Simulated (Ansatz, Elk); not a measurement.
# Optical response of LuTlTeSe (model structure), part 2 of 3

Wanted: where LuTlTeSe (model structure) starts to absorb, how strongly, and its refractive index. The structure is a model and need not exist. It was built so: 1 of the 2 Te atoms of the cell replaced by Se in the R-3m structure of LuTlTe2. The cell is first relaxed with Ansatz.

Elk 11.2.3 (patched build); DFT, PBE, all-electron APW+lo, Dirac cores, scalar-relativistic bands, independent-particle optical response without local fields.

So far: The starting structure; Relaxation.

**3. Ground state**

The self-consistent density comes first; it also tells whether there is a gap, which decides the occupations and the need for a Drude term.

This step: DFT, PBE, all-electron APW+lo, Dirac cores, scalar-relativistic bands, ground state (Elk 11.2.3 (patched build)).

elk.in

```
tasks
  0
  120

xctype
  20

nempty
  14

lorbcnd
  .true.

rgkmax
  7.0

swidth
  0.0018375

maxscl
  100

epsengy
  1e-05

sppath
  './'

avec
  4.017052459174 2.319246321905 15.144260035930
  -4.017052459174 2.319246321905 15.144260035930
  0.000000000000 -4.638492634055 15.144260037424

atoms
  4
  'Tl.in'
  1
  0.997942604200 0.997942604200 0.997942604200   0.000 0.000 0.000
  'Lu.in'
  1
  0.505658083500 0.505658083500 0.505658083500   0.000 0.000 0.000
  'Te.in'
  1
  0.763725206100 0.763725206100 0.763725206100   0.000 0.000 0.000
  'Se.in'
  1
  0.232674106200 0.232674106200 0.232674106200   0.000 0.000 0.000

ngridk
  9 9 9
```

Started as:

```
$ OMP_NUM_THREADS=4 elk
```

Output:

```text
┌─────────────────────────┐
│ Elk code version 11.2.3 │
└─────────────────────────┘

All units are atomic (Hartree, Bohr, etc.)

┌─────────────────────────────────────────────────┐
│ Ground-state run starting from atomic densities │
└─────────────────────────────────────────────────┘

Lattice vectors :
   4.017052459       2.319246322       15.14426004
  -4.017052459       2.319246322       15.14426004
   0.000000000      -4.638492634       15.14426004

Reciprocal lattice vectors :
  0.7820641342      0.4515249384      0.1382962981
 -0.7820641342      0.4515249384      0.1382962981
  0.2017026820E-16 -0.9030498768      0.1382962984

Unit cell volume      :    846.5520928
Brillouin zone volume :   0.2930123445

Muffin-tin inner radius fraction :   0.1000000000E-01

Nuclei treated as point charges

Species : 1 (Tl)
 parameters loaded from : Tl.in
 name : thallium
 nuclear charge    :   -81.00000000
 electronic charge :    81.00000000
 atomic mass :    372567.9643
 muffin-tin radius :    2.800000000
 number of radial points in muffin-tin :   1393
 inner part over the whole radius :   0.9893942913E-02
 number on inner part of muffin-tin    :   1000
 approximate nuclear radius :   0.1043008296E-03
 number of mesh points to nuclear radius :    525
 atomic positions (lattice), magnetic fields (Cartesian) :
  1 :   0.00000000  0.00000000  0.00000000    0.00000000  0.00000000  0.00000000

Species : 2 (Lu)
 parameters loaded from : Lu.in
 name : lutetium
 nuclear charge    :   -71.00000000
 electronic charge :    71.00000000
 atomic mass :    318945.3298
 muffin-tin radius :    2.800000000
 number of radial points in muffin-tin :   1393
 inner part over the whole radius :   0.9962478555E-02
 number on inner part of muffin-tin    :    999
 approximate nuclear radius :   0.9954169502E-04
 number of mesh points to nuclear radius :    517
 atomic positions (lattice), magnetic fields (Cartesian) :
  1 :   0.50771548  0.50771548  0.50771548    0.00000000  0.00000000  0.00000000

Species : 3 (Te)
 parameters loaded from : Te.in
 name : tellurium
 nuclear charge    :   -52.00000000
 electronic charge :    52.00000000
 atomic mass :    232600.5708
 muffin-tin radius :    2.600000000
 number of radial points in muffin-tin :   1193
 inner part over the whole radius :   0.9992174838E-02
 number on inner part of muffin-tin    :    851
 approximate nuclear radius :   0.8944870508E-04
 number of mesh points to nuclear radius :    430
 atomic positions (lattice), magnetic fields (Cartesian) :
  1 :   0.76578260  0.76578260  0.76578260    0.00000000  0.00000000  0.00000000

Species : 4 (Se)
 parameters loaded from : Se.in
 name : selenium
 nuclear charge    :   -34.00000000
 electronic charge :    34.00000000
 atomic mass :    143935.2749
 muffin-tin radius :    2.400000000
 number of radial points in muffin-tin :    993
 inner part over the whole radius :   0.9976188588E-02
 number on inner part of muffin-tin    :    703
 approximate nuclear radius :   0.7785908700E-04
 number of mesh points to nuclear radius :    342
 atomic positions (lattice), magnetic fields (Cartesian) :
  1 :   0.23473150  0.23473150  0.23473150    0.00000000  0.00000000  0.00000000

Total number of atoms per unit cell :    4
Total muffin-tin volume :    315.4326576
 ratio of muffin-tin to unit cell volume :   0.3726086797

Spin treatment :
 spin-unpolarised

Number of Bravais lattice symmetries :   12
Number of crystal symmetries         :    6
Crystal has no inversion symmetry
Complex Hermitian eigensolver will be used

k-point grid :      9     9     9
k-point offset :    0.000000000       0.000000000       0.000000000
k-point set is reduced with full crystal symmetry group
Total number of k-points :      165

Muffin-tin radius times maximum |G+k| :    7.000000000
 using average radius
Maximum |G+k| for APW functions       :    2.641509434
Maximum (1/2)|G+k|²                   :    3.488786045
Maximum |G| for potential and density :    12.00000000
Constant for pseudocharge density :    8
 order of it for each species :   15  15  15  15
 order of it for pair densities of each species (exact exchange by exxq0 0: 15) :   11  11   9   7
Radial integration step length :    1

G-vector grid sizes :     63    63    63
Number of G-vectors :    24729

Maximum angular momentum used for
 APW functions            :    8
 outer part of muffin-tin :    6
 inner part of muffin-tin :    2

Total nuclear charge    :   -238.0000000
Total core charge       :    162.0000000
Total valence charge    :    76.00000000
Total excess charge     :    0.000000000
Total electronic charge :    238.0000000

Effective Wigner radius, rₛ :   0.9469550704

Number of empty states         :     56
Total number of valence states :     95
Total number of core states    :    162

Conduction state local-orbitals added automatically
Third-order local-orbitals added for an l without core states : F
Total number of local-orbitals :    270

Exchange-correlation functional :     20     0     0
 Perdew-Burke-Ernzerhof, Phys. Rev. Lett. 77, 3865 (1996)
 gradient requirement :    1
 generalised gradient approximation (GGA)

Smearing type :    3
 Fermi-Dirac
Smearing width :   0.1837500000E-02
Effective electronic temperature (K) :    580.2366081

Mixing type :    3
 Broyden mixing, J. Phys. A: Math. Gen. 17, L317 (1984)

Kohn-Sham potential initialised from atomic data

┌──────────────────────────────┐
│ Self-consistent loop started │
└──────────────────────────────┘

┌─────────────────┐
│ Loop number : 1 │
└─────────────────┘

Energies :
 Fermi                       :     0.763521E-01
 sum of occupied eigenvalues :     -27009.157878980
 electron kinetic            :      49443.051519566
 core electron kinetic       :      48348.483371173
 Coulomb                     :     -92592.633229332
 Coulomb potential           :     -75200.857143701
 nuclear-nuclear             :     -3542.1613666255
 electron-nuclear            :     -102958.45818844
 Hartree                     :      13907.986325737
 Madelung                    :     -54992.204657482
 xc potential                :     -1251.3522548453
 exchange                    :     -934.72063059081
 correlation                 :     -13.685862
 electron entropic           :    -0.693763E-08
 total energy                :     -44097.988202845

Density of states at Fermi energy :   0.1540802014E-03
 (states/Hartree/unit cell)

Estimated indirect band gap :   0.4348793067E-01
 from k-point 146 to k-point 72
Estimated direct band gap   :   0.7079860554E-01
 at k-point 131

Charges :
 core                        :    162.0000000
 valence                     :    76.00000000
 interstitial                :    6.808680157
 muffin-tins (core leakage)
  species : 1 (Tl)
   atom 1                    :    79.24514142     (  0.3762623639E-04)
  species : 2 (Lu)
   atom 1                    :    69.01232325     (  0.3417336387E-06)
  species : 3 (Te)
   atom 1                    :    50.16833804     (  0.4067564277E-03)
  species : 4 (Se)
   atom 1                    :    32.76551713     (  0.5786658313E-04)
 total in muffin-tins        :    231.1913198
 total calculated charge     :    237.9978393
 total charge                :    238.0000000
 error                       :   0.2160721110E-02

┌─────────────────┐
│ Loop number : 2 │
└─────────────────┘

Energies :
 Fermi                       :     0.774997E-01
 sum of occupied eigenvalues :     -27009.047189886
 electron kinetic            :      49442.126494271
 core electron kinetic       :      48347.764991279
 Coulomb                     :     -92592.754855348
 Coulomb potential           :     -75200.724067015
 nuclear-nuclear             :     -3542.1613666255
 electron-nuclear            :     -102958.82943831
 Hartree                     :      13908.235949588
 Madelung                    :     -54992.392821840
 xc potential                :     -1250.4496171421
 exchange                    :     -934.72574939558
 correlation                 :     -13.685951
 electron entropic           :    -0.679845E-08
 total energy                :     -44099.040061322

Density of states at Fermi energy :   0.1507982838E-03
 (states/Hartree/unit cell)

Estimated indirect band gap :   0.4353684534E-01
 from k-point 131 to k-point 72
Estimated direct band gap   :   0.7077272280E-01
 at k-point 131

Charges :
 core                        :    162.0000000
 valence                     :    76.00000000
 interstitial                :    6.810504099
 muffin-tins (core leakage)
  species : 1 (Tl)
   atom 1                    :    79.24927010     (  0.3759318509E-04)
  species : 2 (Lu)
   atom 1                    :    69.01283019     (  0.3409912352E-06)
  species : 3 (Te)
   atom 1                    :    50.16663867     (  0.4068170002E-03)
  species : 4 (Se)
   atom 1                    :    32.76075695     (  0.5790221910E-04)
 total in muffin-tins        :    231.1894959
 total calculated charge     :    237.9978411
 total charge                :    238.0000000
 error                       :   0.2158936472E-02

RMS change in Kohn-Sham potential (target) :   0.1889709049     (  0.1000000000E-05)
Absolute change in total energy (target)   :    1.051858477     (  0.1000000000E-04)

[... 14 loops left out ...]

┌──────────────────┐
│ Loop number : 17 │
└──────────────────┘

Energies :
 Fermi                       :     0.190091
 sum of occupied eigenvalues :     -26988.210071452
 electron kinetic            :      49446.173864032
 core electron kinetic       :      48347.766310018
 Coulomb                     :     -92594.653872462
 Coulomb potential           :     -75194.418384362
 nuclear-nuclear             :     -3542.1613666255
 electron-nuclear            :     -102968.66145564
 Hartree                     :      13916.168949800
 Madelung                    :     -54997.444680281
 xc potential                :     -1239.9655511225
 exchange                    :     -934.84627918742
 correlation                 :     -13.689694
 electron entropic           :    -0.447107E-07
 total energy                :     -44097.015982112

Density of states at Fermi energy :   0.1189642628E-02
 (states/Hartree/unit cell)

Estimated indirect band gap :   0.3518622629E-01
 from k-point 146 to k-point 135
Estimated direct band gap   :   0.6467530205E-01
 at k-point 146

Charges :
 core                        :    162.0000000
 valence                     :    76.00000000
 interstitial                :    6.848296284
 muffin-tins (core leakage)
  species : 1 (Tl)
   atom 1                    :    79.43082133     (  0.3642109012E-04)
  species : 2 (Lu)
   atom 1                    :    69.12059065     (  0.3162378306E-06)
  species : 3 (Te)
   atom 1                    :    50.06055554     (  0.4041176889E-03)
  species : 4 (Se)
   atom 1                    :    32.53973619     (  0.5839425777E-04)
 total in muffin-tins        :    231.1517037
 total calculated charge     :    237.9979217
 total charge                :    238.0000000
 error                       :   0.2078259133E-02

RMS change in Kohn-Sham potential (target) :   0.1654737448E-06 (  0.1000000000E-05)
Absolute change in total energy (target)   :   0.3652770829E-05 (  0.1000000000E-04)

Convergence targets achieved

┌──────────────────┐
│ Loop number : 18 │
└──────────────────┘

Energies :
 Fermi                       :     0.190091
 sum of occupied eigenvalues :     -26988.210094719
 electron kinetic            :      49446.173854632
 core electron kinetic       :      48347.766302389
 Coulomb                     :     -92594.653879323
 Coulomb potential           :     -75194.418377549
 nuclear-nuclear             :     -3542.1613666255
 electron-nuclear            :     -102968.66147565
 Hartree                     :      13916.168962951
 Madelung                    :     -54997.444690548
 xc potential                :     -1239.9655718021
 exchange                    :     -934.84627953032
 correlation                 :     -13.689694
 electron entropic           :    -0.447111E-07
 total energy                :     -44097.015998724

Density of states at Fermi energy :   0.1189654271E-02
 (states/Hartree/unit cell)

Estimated indirect band gap :   0.3518618885E-01
 from k-point 131 to k-point 135
Estimated direct band gap   :   0.6467528901E-01
 at k-point 146

Charges :
 core                        :    162.0000000
 valence                     :    76.00000000
 interstitial                :    6.848295950
 muffin-tins (core leakage)
  species : 1 (Tl)
   atom 1                    :    79.43082147     (  0.3642109391E-04)
  species : 2 (Lu)
   atom 1                    :    69.12059083     (  0.3162376387E-06)
  species : 3 (Te)
   atom 1                    :    50.06055561     (  0.4041176455E-03)
  species : 4 (Se)
   atom 1                    :    32.53973614     (  0.5839425040E-04)
 total in muffin-tins        :    231.1517040
 total calculated charge     :    237.9979217
 total charge                :    238.0000000
 error                       :   0.2078259616E-02

┌──────────────────────────────┐
│ Self-consistent loop stopped │
└──────────────────────────────┘

Warning : core states of species 3 leak from the muffin-tin :   0.4041176455E-03

Wrote STATE.OUT
```

The job ended after 6.9 min (4 threads of Arm Neoverse N1, shared host; peak memory 0.46 GiB).

This step gave:

```
total energy           : -44097 Ha
Fermi energy           : 5.173 eV
DOS at the Fermi level : 4.37e-5 states/eV/cell
gap on the k-mesh      : 0.9575 eV
direct gap on the mesh : 1.760 eV
```

There is a gap, 0.96 eV on this mesh (points off the mesh can give less), so no carriers' term is needed.

(Part 2 of 3 ends here.)

[Long decimals in the printed logs are rounded to 6 places.]

[Machine, clock and banner lines and Python warnings are left out of the logs.]

[Logs are printed without paths, hosts, clocks, repeated set-up lines and the standing remarks that a program may print on its own settings, such as how far it seeks lower states.]

[Hosts, paths, dates, database ids (printed as entryN), source tags and the programs' standing remarks are cut or masked in the printed files.]

[Where Elk ran, warnings of its patched build on accuracy (core leakage, angular cutoffs, spin-orbit splittings, empty states, lower magnetic states) are left out.]

[Where the starting crystal was built by hand or by swapping elements, it need not be the compound's stable phase.]

[The count of steps not shown may lack steps that the program refused or didn't finish.]
